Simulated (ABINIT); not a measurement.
# Quasiparticle gap of PbIF (P4/nmm) in ABINIT, part 2 of 3

How does a plane-wave GW calculation on PbIF (P4/nmm) run from the first input to the gap?

ABINIT 10.8.3; LDA and many-body steps on it, plane waves. Known limits of the many-body steps: not at the basis limit; no spin-orbit coupling; coarse k mesh.

So far. Step 2 (Ground state): The gap is direct, at (0.000, 0.000, 0.500).

## (3) Bands along the symmetry lines

Level of this step: DFT, LDA, plane waves, norm-conserving pseudopotentials (ABINIT).

The cheap functional maps the bands first; the places of the edges decide which points the dearer methods must see.

run.abi

```
acell 3*1.0 Angstrom
rprim 
  4.237400000000 0.000000000000 0.000000000000
  0.000000000000 4.237400000000 0.000000000000
  0.000000000000 0.000000000000 8.800000000000
ntypat 3
znucl 82 53 9
natom 6
typat 1 1 2 2 3 3
xred 
  0.500000000000 0.000000000000 0.163920000000
  0.000000000000 0.500000000000 0.836080000000
  0.500000000000 0.000000000000 0.662970000000
  0.000000000000 0.500000000000 0.337030000000
  0.000000000000 0.000000000000 0.000000000000
  0.500000000000 0.500000000000 0.000000000000
pp_dirpath "pseudos"
pseudos "Pb.upf, I.upf, F.upf"
ecut 36
iscf -2
irdden 1
kptopt 0
nkpt 39
kpt 
  0.00000000 0.00000000 0.00000000
  0.00000000 0.12500000 0.00000000
  0.00000000 0.25000000 0.00000000
  0.00000000 0.37500000 0.00000000
  0.00000000 0.50000000 0.00000000
  0.12500000 0.50000000 0.00000000
  0.25000000 0.50000000 0.00000000
  0.37500000 0.50000000 0.00000000
  0.50000000 0.50000000 0.00000000
  0.37500000 0.37500000 0.00000000
  0.25000000 0.25000000 0.00000000
  0.12500000 0.12500000 0.00000000
  0.00000000 0.00000000 0.00000000
  0.00000000 0.00000000 0.12500000
  0.00000000 0.00000000 0.25000000
  0.00000000 0.00000000 0.37500000
  0.00000000 0.00000000 0.50000000
  0.00000000 0.12500000 0.50000000
  0.00000000 0.25000000 0.50000000
  0.00000000 0.37500000 0.50000000
  0.00000000 0.50000000 0.50000000
  0.12500000 0.50000000 0.50000000
  0.25000000 0.50000000 0.50000000
  0.37500000 0.50000000 0.50000000
  0.50000000 0.50000000 0.50000000
  0.37500000 0.37500000 0.50000000
  0.25000000 0.25000000 0.50000000
  0.12500000 0.12500000 0.50000000
  0.00000000 0.00000000 0.50000000
  0.00000000 0.50000000 0.00000000
  0.00000000 0.50000000 0.12500000
  0.00000000 0.50000000 0.25000000
  0.00000000 0.50000000 0.37500000
  0.00000000 0.50000000 0.50000000
  0.50000000 0.50000000 0.00000000
  0.50000000 0.50000000 0.12500000
  0.50000000 0.50000000 0.25000000
  0.50000000 0.50000000 0.37500000
  0.50000000 0.50000000 0.50000000
istwfk *1
nband 53
nbdbuf 2
tolwfr 1e-08
nstep 40
prtwf 0
prtvol 0
indata_prefix "in"
outdata_prefix "out"
tmpdata_prefix "tmp"
```

On the command line:

```
$ OMP_NUM_THREADS=1 mpirun -n 8 abinit run.abi > log
```

Numbers of over 12 decimals in the logs are rounded to 6 here.

Log:

```text
.Version 10.8.3 of ABINIT. v10.8.2 released Aug 2026.

 Symmetries : space group P4/n m m (#129); Bravais tP (primitive tetrag.)
[... echo of the input left out ...]
== DATASET  1 ==================================================================
-   mpi_nproc: 8, omp_nthreads: 1 (-1 if OMP is not activated)

--- !DatasetInfo
iteration_state: {dtset: 1, }
dimensions: {natom: 6, nkpt: 39, mband: 53, nsppol: 1, nspinor: 1, nspden: 1, mpw: 11072, }
cutoff_energies: {ecut:  36.0, pawecutdg:  -1.0, }
electrons: {nelect:   9.20000000E+01, charge:   0.00000000E+00, occopt:   1.00000000E+00, tsmear:   1.00000000E-02, }

 Real(R)+Recip(G) space primitive vectors, cartesian coordinates (Bohr,Bohr^-1):
 R(1)=  8.0075255  0.0000000  0.0000000  G(1)=  0.1248825  0.0000000  0.0000000
 R(2)=  0.0000000  8.0075255  0.0000000  G(2)=  0.0000000  0.1248825  0.0000000
 R(3)=  0.0000000  0.0000000 16.6295899  G(3)=  0.0000000  0.0000000  0.0601338
 Unit cell volume ucvol=  1.0662970E+03 bohr^3
 Angles (23,13,12)=  9.00000000E+01  9.00000000E+01  9.00000000E+01 degrees

 getcut: wavevector=  0.0000  0.0000  0.0000  ngfft=  45  45  90
         ecut(hartree)=     36.000   => boxcut(ratio)=   2.00375

--- Pseudopotential description ------------------------------------------------
- Pb Generated using ONCVPSP code by D. R. Hamann
- 82.00000  22.00000  180309                  znucl, zion, pspdat
12 -1012 2 -1 1638                            pspcod,pspxc,lmax,lloc,mmax
     nproj     2     2     2
  pspatm : epsatm=   27.30978712
         --- l  ekb(1:nproj) -->
             0   16.851372    2.162897
             1    7.374276    1.238028
             2    3.349308    0.414357
 pspatm: atomic psp has been read  and splines computed

- I Generated using ONCVPSP code by D. R. Hamann
- 53.00000  17.00000  201210                  znucl, zion, pspdat
12 -1012 2 -1 1182                            pspcod,pspxc,lmax,lloc,mmax
     nproj     2     2     2
  pspatm : epsatm=   39.11250345
         --- l  ekb(1:nproj) -->
[...]
pspatm: atomic psp has been read  and splines computed

- F Generated using ONCVPSP code by D. R. Hamann
-  9.00000   7.00000  201202                  znucl, zion, pspdat
12 -1012 2 -1 824                             pspcod,pspxc,lmax,lloc,mmax
     nproj     2     2     1
  pspatm : epsatm=    4.94580260
         --- l  ekb(1:nproj) -->
[...]
2   -2.364936
 pspatm: atomic psp has been read  and splines computed

--------------------------------------------------------------------------------

================================================================================
 prteigrs : about to open file out_EIG
 Non-SCF case, kpt    1 (  0.00000  0.00000  0.00000), residuals and eigenvalues=
  9.75E-09  9.65E-09  2.46E-09  6.27E-09  1.97E-09  3.44E-09  5.97E-09  8.74E-09
[...]
1.3504E-02  1.3504E-02  2.5115E-02  2.5115E-02  5.9027E-02  5.9027E-02
  5.9677E-02  5.9677E-02  1.1255E-01  1.1255E-01  2.8062E-01  2.8062E-01
[...]
--- !ResultsGS
iteration_state: {dtset: 1, }
comment   : Summary of ground state results
lattice_vectors:
- [  8.0075255,   0.0000000,   0.0000000, ]
- [  0.0000000,   8.0075255,   0.0000000, ]
- [  0.0000000,   0.0000000,  16.6295899, ]
lattice_lengths: [   8.00753,    8.00753,   16.62959, ]
lattice_angles: [ 90.000,  90.000,  90.000, ] # degrees, (23, 13, 12)
lattice_volume:   1.0662970E+03
convergence: {deltae:  0.000E+00, res2:  0.000E+00, residm:  9.982E-09, diffor:  0.000E+00, }
etotal    :  -7.16629234E+02
entropy   :   0.00000000E+00
fermie    :   1.50039206E-01
cartesian_stress_tensor: null
pressure_GPa: null
xred      :
- [  5.0000E-01,   0.0000E+00,   1.6392E-01, Pb]
- [  0.0000E+00,   5.0000E-01,   8.3608E-01, Pb]
- [  5.0000E-01,   0.0000E+00,   6.6297E-01,  I]
- [  0.0000E+00,   5.0000E-01,   3.3703E-01,  I]
- [  0.0000E+00,   0.0000E+00,   0.0000E+00,  F]
- [  5.0000E-01,   5.0000E-01,   0.0000E+00,  F]
cartesian_forces: null
force_length_stats: {min: null, max: null, mean: null, }

 Integrated electronic density in atomic spheres:
 ------------------------------------------------
 Atom  Sphere_radius  Integrated_density
[...]
================================================================================

 ----iterations are completed or convergence reached----

 Mean square residual over all n,k,spin=   49.254E-10; max=  99.817E-10
 reduced coordinates (array xred) for    6 atoms
[...]
0.000000000000      0.000000000000      0.000000000000
       0.500000000000      0.500000000000      0.000000000000

 cartesian coordinates (angstrom) at end:
    1      2.118700     0.000000     1.442496
    2      0.000000     2.118700     7.357504
    3      2.118700     0.000000     5.834136
    4      0.000000     2.118700     2.965864
    5      0.000000     0.000000     0.000000
    6      2.118700     2.118700     0.000000
 length scales=  1.889726125908  1.889726125908  1.889726125908 bohr
              =  1.000000000000  1.000000000000  1.000000000000 angstroms
 prteigrs : about to open file out_EIG
 Eigenvalues (hartree) for nkpt=  39  k points:
 kpt#   1, nband= 53, wtk=  1.00000, kpt=  0.0000  0.0000  0.0000 (reduced coord)
[...]
kpt#   2, nband= 53, wtk=  1.00000, kpt=  0.0000  0.1250  0.0000 (reduced coord)
[...]
kpt#   3, nband= 53, wtk=  1.00000, kpt=  0.0000  0.2500  0.0000 (reduced coord)
[...]
kpt#  38, nband= 53, wtk=  1.00000, kpt=  0.5000  0.5000  0.3750 (reduced coord)
[...]
0.28130    0.28130    0.31130    0.31130    0.47093
 kpt#  39, nband= 53, wtk=  1.00000, kpt=  0.5000  0.5000  0.5000 (reduced coord)
[...]
-0.14050   -0.14050   -0.02821   -0.02821    0.01350    0.01350    0.02512    0.02512
   0.05903    0.05903    0.05968    0.05968    0.11255    0.11255    0.28062    0.28062
   0.28141    0.28141    0.30293    0.30293    0.48751

== END DATASET(S) ==============================================================
================================================================================

 -outvars: echo values of variables after computation  --------
            nband          53
             nkpt          39
          spgroup         129
 [... the other variables as echoed above ...]

 Calculation completed.
```

Elapsed: 65 s, on 8 MPI ranks of AMD EPYC 9B14 (Zen 4), shared host; peak memory 1.1 GiB; 8.7 min of CPU time.

Numbers from this step:

```yaml
gap: 1.560 eV
k_of_the_valence_top: 0, 0, 0.5
k_of_the_conduction_bottom: 0, 0, 0.5
least_direct_gap: 1.560 eV
```

The gap is 1.560 eV, as in the run before at this level.

The electronic bands at the labelled points (eV, zero at the top of the highest filled band):

```
    point  band 43  band 44  band 45  band 46  band 47  band 48  band 49  band 50
        Γ    -1.14    -0.83    -0.83    -0.31     1.99     3.23     4.97     4.97
  halfway    -0.89    -0.62    -0.61    -0.34     3.07     3.64     3.67     4.36
        X    -0.63    -0.63    -0.48    -0.48     3.32     3.32     3.95     3.95
  halfway    -1.54    -1.54    -0.98    -0.98     3.04     3.04     4.01     4.01
        M    -1.83    -1.83    -0.91    -0.91     2.75     2.75     3.69     3.69
  halfway    -1.43    -0.89    -0.57    -0.50     2.80     3.79     3.82     4.27
        Γ    -1.14    -0.83    -0.83    -0.31     1.99     3.23     4.97     4.97
  halfway    -1.23    -0.73    -0.73    -0.16     1.75     3.21     4.84     4.84
        Z    -1.29    -0.66    -0.66     0.00     1.56     3.11     4.75     4.75
  halfway    -0.99    -0.60    -0.51    -0.45     2.71     3.20     4.32     4.46
        R    -0.74    -0.74    -0.48    -0.48     3.28     3.28     3.96     3.96
  halfway    -1.65    -1.65    -0.80    -0.80     2.60     2.60     4.46     4.46
        A    -2.46    -2.46    -1.02    -1.02     3.55     3.55     3.57     3.57
  halfway    -1.58    -0.95    -0.68    -0.57     2.46     3.89     4.31     4.34
        Z    -1.29    -0.66    -0.66     0.00     1.56     3.11     4.75     4.75
jump to X    -0.63    -0.63    -0.48    -0.48     3.32     3.32     3.95     3.95
  halfway    -0.68    -0.68    -0.48    -0.48     3.30     3.30     3.95     3.95
        R    -0.74    -0.74    -0.48    -0.48     3.28     3.28     3.96     3.96
jump to M    -1.83    -1.83    -0.91    -0.91     2.75     2.75     3.69     3.69
  halfway    -2.03    -2.03    -0.96    -0.96     3.06     3.06     3.62     3.62
        A    -2.46    -2.46    -1.02    -1.02     3.55     3.55     3.57     3.57
```

## (4) Empty states on the mesh, 2×2×1 mesh, 164 bands

The sums over transitions need many empty states on a uniform mesh; this step solves for them.

run.abi

```
acell 3*1.0 Angstrom
rprim 
  4.237400000000 0.000000000000 0.000000000000
  0.000000000000 4.237400000000 0.000000000000
  0.000000000000 0.000000000000 8.800000000000
ntypat 3
znucl 82 53 9
natom 6
typat 1 1 2 2 3 3
xred 
  0.500000000000 0.000000000000 0.163920000000
  0.000000000000 0.500000000000 0.836080000000
  0.500000000000 0.000000000000 0.662970000000
  0.000000000000 0.500000000000 0.337030000000
  0.000000000000 0.000000000000 0.000000000000
  0.500000000000 0.500000000000 0.000000000000
pp_dirpath "pseudos"
pseudos "Pb.upf, I.upf, F.upf"
ecut 36
ngkpt 2 2 1
nshiftk 1
shiftk 0 0 0
kptopt 1
chksymbreak 0
iscf -2
irdden 1
istwfk *1
nband 164
nbdbuf 14
tolwfr 1e-09
nstep 60
prtvol 0
indata_prefix "in"
outdata_prefix "out"
tmpdata_prefix "tmp"
```

On the command line:

```
$ OMP_NUM_THREADS=2 mpirun -n 3 abinit run.abi > log
```

Log:

```text
.Version 10.8.3 of ABINIT. v10.8.2 released Aug 2026.

 Symmetries : space group P4/n m m (#129); Bravais tP (primitive tetrag.)
[... echo of the input left out ...]
== DATASET  1 ==================================================================
-   mpi_nproc: 3, omp_nthreads: 2 (-1 if OMP is not activated)

--- !DatasetInfo
iteration_state: {dtset: 1, }
dimensions: {natom: 6, nkpt: 3, mband: 164, nsppol: 1, nspinor: 1, nspden: 1, mpw: 11032, }
cutoff_energies: {ecut:  36.0, pawecutdg:  -1.0, }
electrons: {nelect:   9.20000000E+01, charge:   0.00000000E+00, occopt:   1.00000000E+00, tsmear:   1.00000000E-02, }

 Real(R)+Recip(G) space primitive vectors, cartesian coordinates (Bohr,Bohr^-1):
 R(1)=  8.0075255  0.0000000  0.0000000  G(1)=  0.1248825  0.0000000  0.0000000
 R(2)=  0.0000000  8.0075255  0.0000000  G(2)=  0.0000000  0.1248825  0.0000000
 R(3)=  0.0000000  0.0000000 16.6295899  G(3)=  0.0000000  0.0000000  0.0601338
 Unit cell volume ucvol=  1.0662970E+03 bohr^3
 Angles (23,13,12)=  9.00000000E+01  9.00000000E+01  9.00000000E+01 degrees

 getcut: wavevector=  0.0000  0.0000  0.0000  ngfft=  45  45  90
         ecut(hartree)=     36.000   => boxcut(ratio)=   2.00375

--- Pseudopotential description ------------------------------------------------
- Pb Generated using ONCVPSP code by D. R. Hamann
- 82.00000  22.00000  180309                  znucl, zion, pspdat
12 -1012 2 -1 1638                            pspcod,pspxc,lmax,lloc,mmax
     nproj     2     2     2
  pspatm : epsatm=   27.30978712
         --- l  ekb(1:nproj) -->
             0   16.851372    2.162897
             1    7.374276    1.238028
             2    3.349308    0.414357
 pspatm: atomic psp has been read  and splines computed

- I Generated using ONCVPSP code by D. R. Hamann
- 53.00000  17.00000  201210                  znucl, zion, pspdat
12 -1012 2 -1 1182                            pspcod,pspxc,lmax,lloc,mmax
     nproj     2     2     2
  pspatm : epsatm=   39.11250345
         --- l  ekb(1:nproj) -->
[...]
pspatm: atomic psp has been read  and splines computed

- F Generated using ONCVPSP code by D. R. Hamann
-  9.00000   7.00000  201202                  znucl, zion, pspdat
12 -1012 2 -1 824                             pspcod,pspxc,lmax,lloc,mmax
     nproj     2     2     1
  pspatm : epsatm=    4.94580260
         --- l  ekb(1:nproj) -->
[...]
2   -2.364936
 pspatm: atomic psp has been read  and splines computed

--------------------------------------------------------------------------------

================================================================================
 prteigrs : about to open file out_EIG
 Non-SCF case, kpt    1 (  0.00000  0.00000  0.00000), residuals and eigenvalues=
  6.24E-10  7.18E-10  2.44E-10  1.62E-10  2.15E-10  8.87E-10  1.96E-10  9.43E-10
  9.61E-11  1.93E-10  1.18E-10  1.15E-10  1.04E-10  1.41E-10  9.14E-11  9.52E-11
  1.14E-10  1.10E-10  9.56E-10  6.94E-10  6.22E-10  9.56E-10  6.14E-10  7.82E-11
[...]
8.25E-07  3.84E-06  2.03E-05  4.13E-04
 -4.9649E+00 -4.9649E+00 -2.8174E+00 -2.8174E+00 -2.8163E+00 -2.8163E+00
 -2.8163E+00 -2.8163E+00 -1.4557E+00 -1.4557E+00 -1.4556E+00 -1.4556E+00
 -1.4547E+00 -1.4547E+00 -1.4547E+00 -1.4547E+00 -1.4543E+00 -1.4543E+00
[...]
1.5592E+00  1.5871E+00  1.5914E+00  1.5914E+00  1.6049E+00  1.6049E+00
  1.6127E+00  1.6138E+00  1.6211E+00  1.6211E+00  1.6402E+00  1.6402E+00
  1.6696E+00  1.6977E+00
 prteigrs : prtvol=0 or 1, do not print more k-points.

--- !ResultsGS
iteration_state: {dtset: 1, }
comment   : Summary of ground state results
lattice_vectors:
- [  8.0075255,   0.0000000,   0.0000000, ]
- [  0.0000000,   8.0075255,   0.0000000, ]
- [  0.0000000,   0.0000000,  16.6295899, ]
lattice_lengths: [   8.00753,    8.00753,   16.62959, ]
lattice_angles: [ 90.000,  90.000,  90.000, ] # degrees, (23, 13, 12)
lattice_volume:   1.0662970E+03
convergence: {deltae:  0.000E+00, res2:  0.000E+00, residm:  9.962E-10, diffor:  0.000E+00, }
etotal    :  -7.16629234E+02
entropy   :   0.00000000E+00
fermie    :   1.50039206E-01
cartesian_stress_tensor: null
pressure_GPa: null
xred      :
- [  5.0000E-01,   0.0000E+00,   1.6392E-01, Pb]
- [  0.0000E+00,   5.0000E-01,   8.3608E-01, Pb]
- [  5.0000E-01,   0.0000E+00,   6.6297E-01,  I]
- [  0.0000E+00,   5.0000E-01,   3.3703E-01,  I]
- [  0.0000E+00,   0.0000E+00,   0.0000E+00,  F]
- [  5.0000E-01,   5.0000E-01,   0.0000E+00,  F]
cartesian_forces: null
force_length_stats: {min: null, max: null, mean: null, }

 Integrated electronic density in atomic spheres:
 ------------------------------------------------
 Atom  Sphere_radius  Integrated_density
[...]
================================================================================

 ----iterations are completed or convergence reached----

 Mean square residual over all n,k,spin=   49.886E-11; max=  99.622E-11
 reduced coordinates (array xred) for    6 atoms
[...]
0.000000000000      0.000000000000      0.000000000000
       0.500000000000      0.500000000000      0.000000000000

 cartesian coordinates (angstrom) at end:
    1      2.118700     0.000000     1.442496
    2      0.000000     2.118700     7.357504
[...]
6      2.118700     2.118700     0.000000
 length scales=  1.889726125908  1.889726125908  1.889726125908 bohr
              =  1.000000000000  1.000000000000  1.000000000000 angstroms
 prteigrs : about to open file out_EIG
 Eigenvalues (hartree) for nkpt=   3  k points:
 kpt#   1, nband=164, wtk=  0.25000, kpt=  0.0000  0.0000  0.0000 (reduced coord)
[...]
1.52851    1.53035    1.53035    1.54267    1.54978    1.55873    1.55919    1.58715
   1.59145    1.59145    1.60492    1.60492    1.61267    1.61383    1.62114    1.62114
   1.64019    1.64020    1.66959    1.69768
 prteigrs : prtvol=0 or 1, do not print more k-points.

== END DATASET(S) ==============================================================
================================================================================

 -outvars: echo values of variables after computation  --------
            nband         164
             nkpt           3
          spgroup         129
 [... the other variables as echoed above ...]

 Calculation completed.
```

Run time: 60 s. Hardware: 3 MPI ranks; peak memory 0.42 GiB.

This step gave:

```yaml
gap: 2.304 eV
k_of_the_valence_top: 0, 0, 0
k_of_the_conduction_bottom: 0, 0, 0
least_direct_gap: 2.304 eV
k_points_computed: 3
lowest_point_of_the_top_converged_band_above_the_valence_top: 38.65 eV
```

On this mesh the gap is 2.304 eV. The earlier step found 1.560 eV, so this mesh misses an edge.

[end of part 2 of 3]

[Paths, hosts, dates, memory and timing lines, banners, echoed tables and standing remarks are left out of the program output.]

[Logs are printed without paths, hosts, clocks, repeated set-up lines and the standing remarks that a program may print on its own settings, such as how far it seeks lower states.]

[Runs of the session that timed out or met a known fault of the program may be left out.]

[Hosts, paths, dates, database ids (printed as entryN), source tags and the programs' standing remarks are cut or masked in the printed files.]

[G0W0 gaps are taken among the corrected bands and points alone; a level outside them can change the order at an edge.]

[Where Ansatz stands beside ABINIT at settings called matched, ABINIT's density can come from a denser mesh and the files from another edition; pairs whose starting gaps differed by over 0.03 eV were left out, so agreement reads better than it is.]
